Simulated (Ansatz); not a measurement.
# Squeezing and shearing amorphous Si (76 atoms), part 2 of 3

Aim: relax amorphous Si (76 atoms), then change its volume and shape to read moduli from the stress.

Ansatz 0.2.0; Kohn-Sham DFT, PBE, PAW (set soft_2), plane waves.

The cell: 76 Si. The quench rate of 10 K/ps far exceeds what a furnace or splat quench reaches. The starting topology of bonds comes from the classical model. Only the Γ point is sampled.

So far. Step 2 (Single point at the start): The r.m.s. force at the start is 0.60 eV/Å. Step 3 (Cell and atoms relaxed): The relaxation converged after 19 steps, with a largest force component of 0.033 eV/Å.

## (4) Single point at the relaxed geometry

The electronic structure is read at the final geometry, in a run of its own.

input.yaml reads:

```yaml
crystal:
  lattice:
    - [11.61967, -0.14001, 0.20291]
    - [-0.14001, 11.34472, 0.44216]
    - [0.20291, 0.44216, 11.61255]
  atoms:
    - { symbol: Si, position: [0.93075, 0.31298, 0.04504] }
    - { symbol: Si, position: [0.64973, 0.381, 0.1237] }
    - { symbol: Si, position: [0.0605, 0.06653, 0.20691] }
    - { symbol: Si, position: [0.28606, 0.27505, 0.05415] }
    - { symbol: Si, position: [0.90011, 0.31131, 0.56799] }
    - { symbol: Si, position: [0.68794, 0.04713, 0.03749] }
    [... 64 atom lines left out ...]
    - { symbol: Si, position: [0.83168, 0.39783, 0.87921] }
    - { symbol: Si, position: [0.29586, 0.55605, 0.4695] }
    - { symbol: Si, position: [0.00382, 0.14496, 0.51774] }
    - { symbol: Si, position: [0.19423, 0.17975, 0.61496] }
    - { symbol: Si, position: [0.68417, 0.81202, 0.63439] }
    - { symbol: Si, position: [0.73703, 0.63543, 0.29299] }
kpoints:
  mp_grid: { grid: [1, 1, 1] }
hamiltonian:
  xc: pbe
scf:
  occupations: { method: gaussian, width: 0.05 }
output:
  forces: true
  stress: true
  populations: true
  dos:
    method: { smearing: { sigma: 0.15 } }
    de: 0.1
    projected: { site_lists: { Si: [Si] } }
  eigenvalues: true
  write_density: true
  write_potential: true
  volumetric_format: npy
```

Command:

```console
$ ansatz run input.yaml --threads 4 --pin off --max-ram 8192MiB --backend cpu --events-out ev --progress --plain --runs-dir out
```

Numbers of over 12 decimals in the logs are rounded to 6 here.

Log:

```text
[...]
Crystal: 76 atoms, lattice volume = 1527.797 Å³
Basis set: ecut = 420 eV, 29843 PW (Γ), exchange–correlation on 160×160×160 points (8 copies of the dense FFT grid, shifted against one another)
Bands: 228, of which v1, the nominal top of the filled ones, is band 152 counted from 1 (151 counted from 0)
Symmetry: 1 space group operations
[...]
k-points: 1
[...]
SCF iter   1: F=—  HF=-48301.988354 eV  |F-HF|=—  |Δ(HF+E_count)|=         —  Δρ=3.91e-3  dr2=9.79e-1  ethr=1.77e-3  ⟨swp⟩=6.0  Hψ=1054  notcnv=0  defer=34
[...]
SCF iter  11: F=-48301.852616 eV  HF=-48301.852616 eV  |F-HF|=1.03e-9  |Δ(HF+E_count)|=   2.60e-8  Δρ=4.48e-7  dr2=1.29e-8  ethr=3.29e-11  ⟨swp⟩=8.0  Hψ=1169  notcnv=0
SCF 1 converged in 11 iterations: F = -48301.852616 eV  dr2 = 1.29e-8
[...]
SCF converged after 11 iterations
Free energy (F): -48301.852616 eV
[...]
Internal energy: -48301.852616 eV  (E = F + TS)
E sigma→0 (E₀):  -48301.852616 eV
Entropy (-TS):   -0.000000 eV (-0.000 meV/atom)
Fermi energy:    6.411995 eV
[...]
--- Forces (eV/Å), atoms counted from 1 ---
  atom   1  Si     0.00511286     0.00013387     0.00063531
  atom   2  Si     0.00115035     0.00068905    -0.00461973
  atom   3  Si    -0.00510103    -0.00086565    -0.00729209
  atom   4  Si    -0.00167528     0.00107775    -0.00169028
  atom   5  Si     0.00014649     0.00423165    -0.00062299
  atom   6  Si     0.00266847     0.00119631     0.00172755
  atom   7  Si    -0.00119623    -0.00547495     0.00206945
  atom   8  Si     0.00349327    -0.00025611     0.00023836
  atom   9  Si    -0.00738413     0.00030736    -0.00728948
  atom  10  Si    -0.01679670    -0.00224266    -0.01205870
  atom  11  Si     0.01106074    -0.01773732     0.00334673
  atom  12  Si     0.00103505     0.00520409    -0.00071371
  atom  13  Si    -0.00356337    -0.00161188     0.00417617
  atom  14  Si     0.00928979     0.00146619    -0.00039779
[...]
atom  75  Si     0.01060350    -0.00507335    -0.00103133
  atom  76  Si    -0.00208935     0.00350404     0.00505489
  max |Σ_I F_I| component: 1.01e-5 eV/Å
--- Stress (GPa, compression-positive) ---
       -0.004796       0.003415       0.008310
        0.003415       0.009520       0.029253
        0.008310       0.029253       0.001945
  P = ⅓ Tr σ = 0.0022 GPa (0.022 kbar)
--- Band table (eV) ---
[...]
--- Löwdin populations: 76 sites ---
  site symbol       q [e]
     0     Si      3.9783
     1     Si      3.9581
     2     Si      3.9498
[...]
75     Si      4.0114
  spilling = 0.011871 (of n_electrons = 304.000000)
```

It took 17 s on 4 threads of Arm Neoverse V1, shared host; peak memory 1.3 GiB.

Read from the output:

* free energy: -48301.8526 eV
* free energy per atom: -635.5507 eV/atom
* SCF cycles: 11
* pressure: 0.002223 GPa
* r.m.s. force component: 0.00667 eV/Å
* longest force: 0.04557 eV/Å
* Fermi energy: 6.412 eV
* gap (highest filled to lowest empty level): 0.353 eV
* spilling of the projection: 0.01187

The mean of these charges, 0.047 e, is only the charge that the projection spills.

Löwdin charges by element and coordination (they lack the spilled electrons, 0.047 e an atom on average):

```csv
element,coordination,atoms,mean charge (e),spread,least,most
Si,all,76,0.0475,0.0292,-0.0176,0.174
Si,4,67,0.0448,0.0257,-0.0176,0.134
Si,5,8,0.0543,0.0212,0.0251,0.0895
Si,6,1,0.174,0,0.174,0.174
```

States in the cell by windows of 1 eV, zero at the Fermi level; the larger projections on atomic orbitals stand beside the total:

```csv
from (eV),to (eV),total,Si p,Si s
-14,-13,0.0,0.0,0.0
-13,-12,2.3,0.3,2.0
-12,-11,11.8,3.2,8.5
-11,-10,21.8,7.2,14.5
-10,-9,17.5,6.0,11.4
-9,-8,20.8,7.7,13.0
-8,-7,23.4,10.2,13.0
-7,-6,20.9,11.7,9.1
-6,-5,18.2,12.2,5.8
-5,-4,28.2,23.0,5.0
-4,-3,33.5,28.8,4.3
-3,-2,45.7,41.6,3.5
-2,-1,42.6,38.7,3.0
-1,0,17.3,14.8,1.8
0,1,20.0,13.0,5.1
1,2,37.5,24.1,8.5
2,3,46.2,30.0,7.8
```

The levels nearest the highest filled one (over half full), pooled over k-points and spins:

```csv
level less the highest filled one (eV),occupation
-0.695,2
-0.634,2
-0.448,2
-0.422,2
-0.135,2
0,2
0.353,0
0.516,0
0.627,0
0.721,0
0.789,0
0.828,0
```

Electrostatic potential energy in the bc plane at fractional x = 0.296, with atoms of Si within 0.2 Å of it. With pseudopotentials it is smooth inside the atoms' cores, unlike the true potential.

Ten even steps from '_' (-49 eV) to '@' (10 eV), each cell a mean:
```
@@@@@@@@@@@@@@%%%%##%%@@@@##==..::**%%@@@@@@@@@@@@@@%%##====**%%
##%%@@@@@@%%####%%@@@@@@@@@@######%%%%@@@@@@@@@@@@@@@@@@%%%%%%%%
..--**%%%%++--==**%%@@@@@@@@@@@@@@%%%%%%%%@@@@@@@@@@@@@@@@@@##==
____==##%%**--==**%%@@@@@@@@@@@@@@%%%%%%%%@@@@@@@@@@@@@@@@%%**..
::--**%%@@%%####%%%%%%%%@@@@@@@@@@@@%%%%%%%%@@@@@@@@@@@@@@@@%%++
%%%%%%@@@@@@@@@@%%**====**%%@@@@@@@@@@%%%%****##%%@@@@@@@@@@@@%%
%%@@@@@@@@@@@@@@##--____..**@@@@@@@@@@%%**==--++%%@@@@@@@@@@%%%%
%%@@@@@@@@@@@@@@%%==____::**@@@@@@@@@@@@##++++**%%@@@@@@@@@@%%%%
%%@@@@@@@@@@@@@@@@%%**++**%%@@@@@@@@@@@@@@%%%%%%%%####%%@@@@@@%%
@@@@@@@@@@@@@@@@@@@@%%%%%%@@@@@@@@@@@@@@@@@@@@%%**----++%%@@@@@@
**++**%%@@@@@@@@%%##**++##%%@@@@%%##%%%%@@@@@@%%**----++%%@@@@%%
..____==%%@@@@@@%%==____::**%%%%==..::++%%@@@@@@%%####%%%%@@%%**
..____--##@@@@@@%%==____..**%%##::____..**@@@@@@@@@@%%%%@@@@%%**
**====**%%@@@@@@@@##++==++%%@@%%++::..==##@@@@@@@@%%**++**##%%%%
@@%%%%@@@@@@@@@@@@@@@@%%@@@@@@@@%%####%%@@@@@@@@%%**..____==%%@@
@@@@@@@@@@@@@@@@@@@@@@@@@@@@@@@@@@@@%%@@@@@@@@@@@@**::____==%%@@
@@@@@@@@@@@@@@@@@@@@@@@@@@@@@@@@@@%%%%%%%%@@@@@@@@%%**++++##%%@@
**##%%@@@@@@@@@@@@@@@@@@@@@@@@@@@@%%%%%%%%@@@@@@@@@@@@@@%%%%%%##
..==##%%@@@@@@@@@@@@@@@@@@@@@@@@@@%%%%%%%%@@@@@@@@@@@@@@@@%%**--
::==##%%@@@@@@@@@@@@@@@@@@@@@@@@@@%%####%%@@@@@@@@@@@@@@@@%%**--
**##%%@@@@@@@@%%####%%@@@@@@@@@@@@%%####%%@@@@@@@@@@@@@@@@%%%%##
@@@@@@@@@@@@%%++::::++%%@@@@@@@@@@@@%%%%@@@@@@@@@@@@%%##++**##%%
@@@@@@@@@@@@##::____..**%%%%**++**%%@@@@@@@@@@@@@@@@##--____--##
@@@@@@@@@@@@%%++::..==##%%##--..::**%%@@@@@@@@@@@@@@##::____::**
```
Columns run along b (11.4 Å; values clipped at the 3rd and 97th percentile), rows up along c (11.6 Å). Atoms in or near the plane, at fractional coordinates: Si at (0.28, 0.05), Si at (0.34, 0.71), Si at (0.90, 0.03), Si at (0.86, 0.37), Si at (0.35, 0.49), Si at (0.05, 0.49), Si at (0.56, 0.47).

Valence density in the bc plane at fractional x = 0.296, with atoms of Si within 0.2 Å of it. It is the smooth field of the valence electrons, not physical close to the nuclei.

Ten even steps from '0' (0.02 e/Å³) to '9' (0.54 e/Å³), each cell a mean:
```
42112357865456557852100001245787
75444567642123468964210000024689
56888755532101235665321000002477
24899766652100012455542100001355
66665556775321111246765210001257
75422234787554211135787421001247
53211123663246421124666642111245
32211123564356421113457875322334
33222233467764211111246998654433
44433333457653211221123687565434
66654333467764334443222456565335
53365333564357776445432246764345
52355333564258886215642235665456
66665333566555566556642246776656
43332223343322235776422246534664
21111112211100013565321236524663
32111111100000012465321123557875
65432110000000013587521001234677
58974211000000013699631000012465
57975432210000013588631000012466
66543455543210113465421001123578
43212357545533334554211012456787
31001255216876656642100013663366
31001257657888645642000012552256
```
Columns run along b (11.4 Å), rows up along c (11.6 Å). Atoms in or near the plane, at fractional coordinates: Si at (0.28, 0.05), Si at (0.34, 0.71), Si at (0.90, 0.03), Si at (0.86, 0.37), Si at (0.35, 0.49), Si at (0.05, 0.49), Si at (0.56, 0.47).

The highest filled and lowest empty levels differ by 0.353 eV (at Γ alone); a semilocal functional tends to put such gaps too low. In a disordered cell it changes from sample to sample, and tail or defect levels can set it. Löwdin charges run from -0.02 to +0.17 e, about a mean that is the spilled charge alone. Within 0.4 eV of the Fermi level the largest share is Si p (76 % of the projected weight).

## (5) Volume -3 %

The relaxed cell is scaled evenly and the atoms are relaxed again; the stress at the end gives one point of P(V).

input.yaml, the sections that differ from step 4:

```yaml
crystal:
  lattice:
    - [11.50229, -0.1386, 0.20086]
    - [-0.1386, 11.23012, 0.43769]
    - [0.20086, 0.43769, 11.49524]
  atoms:
    [... the 76 atom lines of step 4 ...]
output:
  forces: true
  eigenvalues: true
  stress: true
relax:
  f_tol: 0.05
  max_steps: 70
# kpoints, hamiltonian, scf: as in step 4
```

Log:

```text
Warning: output.stress: scf.convergence.dr2_threshold = 1e-7 eV (the SCF's general default) is looser than the 7.6e-9 eV advised for a printed stress (1e-10 eV for each atom of the cell: 76). What an SCF threshold leaves in a stress goes as its square root, and in the free energy as the threshold itself, and one threshold admits the most on a small cell: [...]
[...]
Crystal: 76 atoms, lattice volume = 1481.962 Å³
Basis set: ecut = 420 eV, 28979 PW (Γ), exchange–correlation on 160×160×160 points (8 copies of the dense FFT grid, shifted against one another)
Bands: 228, of which v1, the nominal top of the filled ones, is band 152 counted from 1 (151 counted from 0)
Symmetry: 1 space group operations
[...]
k-points: 1
[...]
SCF iter   1: F=—  HF=-48301.615138 eV  |F-HF|=—  |Δ(HF+E_count)|=         —  Δρ=4.03e-3  dr2=1.01e0  ethr=1.77e-3  ⟨swp⟩=6.0  Hψ=1058  notcnv=0  defer=34
[...]
SCF iter   7: F=-48301.472205 eV  HF=-48301.472207 eV  |F-HF|=2.39e-6  |Δ(HF+E_count)|=   4.70e-5  Δρ=1.50e-5  dr2=1.67e-5  ethr=2.06e-8  ⟨swp⟩=14.0  Hψ=1585  notcnv=0
SCF 1 converged in 7 iterations: F = -48301.472205 eV  dr2 = 1.67e-5
[...]
relax step   1: F+E_penalty+E_count = -48301.47220475 eV  Δ(F+E_penalty+E_count) = +0.000e0 eV  max|allowed force component| = 2.488e-1 eV/Å  Δτ_max = 0.0000 Å  (7 SCF iters, dr2 threshold 6.25e-5 eV, accepted)
[...]
relax step   2: F+E_penalty+E_count = -48301.52409831 eV  Δ(F+E_penalty+E_count) = -5.189e-2 eV  max|allowed force component| = 9.486e-2 eV/Å  Δτ_max = 0.0350 Å  (5 SCF iters, dr2 threshold 3.87e-6 eV, accepted)
[...]
relax step   3: F+E_penalty+E_count = -48301.53821359 eV  Δ(F+E_penalty+E_count) = -1.412e-2 eV  max|allowed force component| = 5.200e-2 eV/Å  Δτ_max = 0.0312 Å  (7 SCF iters, accepted)
[...]
relax step   4: F+E_penalty+E_count = -48301.54226050 eV  Δ(F+E_penalty+E_count) = -4.047e-3 eV  max|allowed force component| = 4.318e-2 eV/Å  Δτ_max = 0.0223 Å  (7 SCF iters, accepted)
SCF converged after 7 iterations
Free energy (F): -48301.542260 eV
[...]
Internal energy: -48301.542260 eV  (E = F + TS)
E sigma→0 (E₀):  -48301.542260 eV
Entropy (-TS):   -0.000000 eV (-0.000 meV/atom)
Fermi energy:    6.735005 eV
[...]
--- Forces (eV/Å), atoms counted from 1 ---
  atom   1  Si    -0.00494625    -0.00921829    -0.01698256
  atom   2  Si     0.00421670     0.00912963    -0.00423953
  atom   3  Si    -0.00828553     0.00082903    -0.01541246
  atom   4  Si    -0.00863290     0.00107256     0.00290021
  atom   5  Si     0.00537698     0.00425051    -0.00761876
  atom   6  Si     0.00792316    -0.01453006    -0.00139237
  atom   7  Si    -0.00745627    -0.00062718    -0.00090255
  atom   8  Si     0.00403921     0.00473210     0.00603749
  atom   9  Si    -0.00081451    -0.00186904    -0.00230505
  atom  10  Si    -0.01751888     0.00678841     0.00357599
  atom  11  Si    -0.00189192     0.00289561    -0.00609317
  atom  12  Si     0.00652654     0.01235625    -0.00386396
  atom  13  Si    -0.00353283    -0.00990258    -0.00423348
  atom  14  Si     0.00975816    -0.00250507    -0.01019165
[...]
atom  75  Si    -0.01205411    -0.00863079     0.00244531
  atom  76  Si     0.00920109     0.00313666     0.00074006
  max |Σ_I F_I| component: 6.61e-6 eV/Å
--- Stress (GPa, compression-positive) ---
        2.061406      -0.000943       0.016370
       -0.000943       2.297352       0.027235
        0.016370       0.027235       2.315920
  P = ⅓ Tr σ = 2.2249 GPa (22.249 kbar)
--- Band table (eV) ---
[...]
--- Relaxed structure (4 steps of the walk, 4 accepted, 0 SCFs on fresh bases) ---
  F+E_penalty+E_count = -48301.54226050 eV   max|allowed force component| = 4.318e-2 eV/Å
  atoms:
    - { symbol: Si, position: [0.935024, 0.307456, 0.042182] }
    - { symbol: Si, position: [0.648471, 0.377959, 0.124496] }
    - { symbol: Si, position: [0.059239, 0.064606, 0.207613] }
    - { symbol: Si, position: [0.288355, 0.275639, 0.055375] }
[...]
- { symbol: Si, position: [0.737628, 0.634323, 0.291336] }
```

The job ended after 42 s (4 threads; peak memory 1.3 GiB; 2.6 min of CPU time).

The program notes that the SCF threshold is loose for the stress.

The relaxation converged after 4 steps, 0.0701 eV below its start, with a largest force component of 0.043 eV/Å.

Volume -3 %: the energy stands 0.310 eV above that of the reference, at a pressure of 2.22 GPa.

## (6) Volume +3 %

The relaxed cell is scaled to another volume.

input.yaml, the sections that differ from step 5:

```yaml
crystal:
  lattice:
    - [11.73472, -0.1414, 0.20492]
    - [-0.1414, 11.45705, 0.44654]
    - [0.20492, 0.44654, 11.72753]
  atoms:
    [... the 76 atom lines of step 4 ...]
# kpoints, hamiltonian, scf, output, relax: as in step 5
```

Log:

```text
[...]
Crystal: 76 atoms, lattice volume = 1573.630 Å³
Basis set: ecut = 420 eV, 30795 PW (Γ), exchange–correlation on 160×160×160 points (8 copies of the dense FFT grid, shifted against one another)
Bands: 228, of which v1, the nominal top of the filled ones, is band 152 counted from 1 (151 counted from 0)
Symmetry: 1 space group operations
[...]
k-points: 1
[...]
SCF iter   1: F=—  HF=-48301.642552 eV  |F-HF|=—  |Δ(HF+E_count)|=         —  Δρ=3.81e-3  dr2=9.56e-1  ethr=1.77e-3  ⟨swp⟩=6.0  Hψ=1054  notcnv=0  defer=32
[...]
SCF iter   6: F=—  HF=-48301.512520 eV  |F-HF|=—  |Δ(HF+E_count)|=   2.35e-4  Δρ=4.03e-5  dr2=1.37e-4  ethr=1.63e-7  ⟨swp⟩=2.0  Hψ=238  notcnv=0  defer=70
SCF iter   7: F=-48301.512568 eV  HF=-48301.512568 eV  |F-HF|=5.63e-7  |Δ(HF+E_count)|=   4.82e-5  Δρ=1.53e-5  dr2=1.78e-5  ethr=2.06e-8  ⟨swp⟩=15.0  Hψ=1437  notcnv=0
SCF 1 converged in 7 iterations: F = -48301.512568 eV  dr2 = 1.78e-5
[...]
relax step   1: F+E_penalty+E_count = -48301.51256767 eV  Δ(F+E_penalty+E_count) = +0.000e0 eV  max|allowed force component| = 2.213e-1 eV/Å  Δτ_max = 0.0000 Å  (7 SCF iters, dr2 threshold 6.25e-5 eV, accepted)
[...]
relax step   2: F+E_penalty+E_count = -48301.55726591 eV  Δ(F+E_penalty+E_count) = -4.470e-2 eV  max|allowed force component| = 7.619e-2 eV/Å  Δτ_max = 0.0321 Å  (6 SCF iters, dr2 threshold 3.06e-6 eV, accepted)
[...]
relax step   3: F+E_penalty+E_count = -48301.56517916 eV  Δ(F+E_penalty+E_count) = -7.913e-3 eV  max|allowed force component| = 4.148e-2 eV/Å  Δτ_max = 0.0185 Å  (7 SCF iters, accepted)
SCF converged after 7 iterations
Free energy (F): -48301.565179 eV
[...]
Internal energy: -48301.565179 eV  (E = F + TS)
E sigma→0 (E₀):  -48301.565179 eV
Entropy (-TS):   -0.000001 eV (-0.000 meV/atom)
Fermi energy:    6.102134 eV
[...]
Σ components = -48301.565179   (vs F -48301.565179, Δ=0.00e0)
--- Forces (eV/Å), atoms counted from 1 ---
  atom   1  Si     0.00411990     0.00708902     0.00238357
  atom   2  Si    -0.01016930    -0.00706450     0.00101277
  atom   3  Si    -0.00024232     0.00469855     0.00553063
  atom   4  Si     0.00037708     0.00330646    -0.00162916
[...]
atom  76  Si    -0.00162716    -0.00012330     0.00679420
  max |Σ_I F_I| component: 2.86e-5 eV/Å
--- Stress (GPa, compression-positive) ---
       -1.864941       0.014789       0.004298
        0.014789      -1.966284       0.052959
        0.004298       0.052959      -2.082329
  P = ⅓ Tr σ = -1.9712 GPa (-19.712 kbar)
--- Band table (eV) ---
[...]
--- Relaxed structure (3 steps of the walk, 3 accepted, 0 SCFs on fresh bases) ---
  F+E_penalty+E_count = -48301.56517916 eV   max|allowed force component| = 4.148e-2 eV/Å
  atoms:
    - { symbol: Si, position: [0.928544, 0.315827, 0.046688] }
    - { symbol: Si, position: [0.650923, 0.382966, 0.122917] }
    - { symbol: Si, position: [0.061463, 0.067590, 0.206371] }
    - { symbol: Si, position: [0.284139, 0.274955, 0.053697] }
[...]
- { symbol: Si, position: [0.736688, 0.635652, 0.293871] }
```

Wall time 33 s (4 threads); peak memory 1.4 GiB.

The relaxation converged after 3 steps, 0.0526 eV below its start, with a largest force component of 0.041 eV/Å.

Volume +3 %: the energy stands 0.287 eV above that of the reference, at a pressure of -1.97 GPa.

## (7) Volume -6 %

The relaxed cell is scaled to another volume.

Input and log are left out; they have the form of those shown for this kind of step.

Elapsed: 68 s, on 4 threads of Arm Neoverse V1, shared host; peak memory 1.3 GiB; 4.3 min of CPU time.

The relaxation converged after 7 steps, 0.324 eV below its start, with a largest force component of 0.024 eV/Å.

Volume -6 %: the energy stands 1.28 eV above that of the reference, at a pressure of 4.70 GPa.

## (8) Volume +6 %

The relaxed cell is scaled to another volume.

Input and log are left out; they have the form of those shown for this kind of step.

Elapsed: 55 s, on 4 threads of Arm Neoverse V1, shared host; peak memory 1.4 GiB.

The relaxation converged after 5 steps, 0.200 eV below its start, with a largest force component of 0.026 eV/Å.

Volume +6 %: the energy stands 1.09 eV above that of the reference, at a pressure of -3.64 GPa.

## (9) Volume -10 %

The relaxed cell is scaled to another volume.

Input and log are left out; they have the form of those shown for this kind of step.

Wall time 67 s (4 threads of Arm Neoverse V1, shared host); peak memory 1.3 GiB; 4.2 min of CPU time.

The relaxation converged after 7 steps, 1.02 eV below its start, with a largest force component of 0.037 eV/Å.

Volume -10 %: the energy stands 3.80 eV above that of the reference, at a pressure of 8.54 GPa.

(Part 2 of 3 ends here.)

[Logs are printed without paths, hosts, clocks, repeated set-up lines and the standing remarks that a program may print on its own settings, such as how far it seeks lower states.]

[Hosts, paths, dates, database ids (printed as entryN), source tags and the programs' standing remarks are cut or masked in the printed files.]
